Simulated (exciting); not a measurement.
ZnGeO3, space group R-3, O K edge of atom 5, with 1 Ge at 1.90 Å, 1 Ge at 1.96 Å, 1 Zn at 2.02 Å and 1 Zn at 2.34 Å (4-fold, site symmetry 1); the tensor is averaged over the atoms equivalent by symmetry. Method: exciting, all-electron LAPW+lo, LDA, exchange and screened direct term (singlet BSE), 3×3×3 shifted k points, 36 conduction bands, |G+q| up to 3 bohr⁻¹, full RPA screening with nempty = 66, Lorentzian half width 0.45 eV.

```xyz
10
Lattice="2.5227 1.4565 4.6942 -2.5227 1.4565 4.6942 0.0000 -2.9129 4.6942" Properties=species:S:1:pos:R:3 pbc="T T T"
Ge    0.0000    0.0000   11.8808
Ge    0.0000    0.0000    2.2018
Zn    0.0000    0.0000    8.8950
Zn    0.0000    0.0000    5.1876
O    -1.8654    0.0669    8.1151
O     0.8747   -1.6489    8.1151
O     0.9906    1.5820    8.1151
O    -0.8747    1.6489    5.9675
O     1.8654   -0.0669    5.9675
O    -0.9906   -1.5820    5.9675
```

Energy from the Kohn–Sham onset, core level to the lowest empty state found on the meshes used; scaled to the maximum of the polarisation mean:

```csv
E (eV),curve 1,curve 2
-3.0,0.02,0.02
-2.5,0.03,0.02
-2.0,0.04,0.03
-1.5,0.05,0.04
-1.0,0.06,0.05
-0.5,0.10,0.09
0.0,0.18,0.15
0.5,0.36,0.28
1.0,0.70,0.48
1.5,1.11,0.76
2.0,0.76,0.85
2.5,0.64,0.66
3.0,0.56,0.47
3.5,0.47,0.41
4.0,0.37,0.29
4.5,0.32,0.25
5.0,0.35,0.36
5.5,0.48,0.49
6.0,0.54,0.57
6.5,0.58,0.60
7.0,0.70,0.68
7.5,0.70,0.76
8.0,0.60,0.65
8.5,0.50,0.50
9.0,0.41,0.39
9.5,0.32,0.33
10.0,0.24,0.27
10.5,0.17,0.19
11.0,0.14,0.14
11.5,0.12,0.12
12.0,0.14,0.14
12.5,0.16,0.16
13.0,0.13,0.15
13.5,0.12,0.12
14.0,0.10,0.10
14.5,0.10,0.08
15.0,0.11,0.08
15.5,0.12,0.09
16.0,0.12,0.10
16.5,0.09,0.09
17.0,0.08,0.10
17.5,0.09,0.12
18.0,0.10,0.12
18.5,0.10,0.12
19.0,0.09,0.11
19.5,0.09,0.10
20.0,0.09,0.10
```

Q: The curves are the diagonal elements of Im ε for ε ∥ c and ⊥ c. Which is which?

Curve 1: ε ⊥ c, maxima 1.4 eV (1.11) and 7.2 eV (0.72). Curve 2: ε ∥ c, maxima 1.9 eV (0.85), 7.5 eV (0.76) and 12.5 eV (0.16). A K edge probes the empty p states along ε, which follow the bonds' lengths and directions.

[Banner, clock and machine lines of the logs are left out without a mark of their own.]

[Logs are printed without paths, hosts, clocks, repeated set-up lines and the standing remarks that a program may print on its own settings, such as how far it seeks lower states.]

[Hosts, paths, dates, database ids (printed as entryN), source tags and the programs' standing remarks are cut or masked in the printed files.]
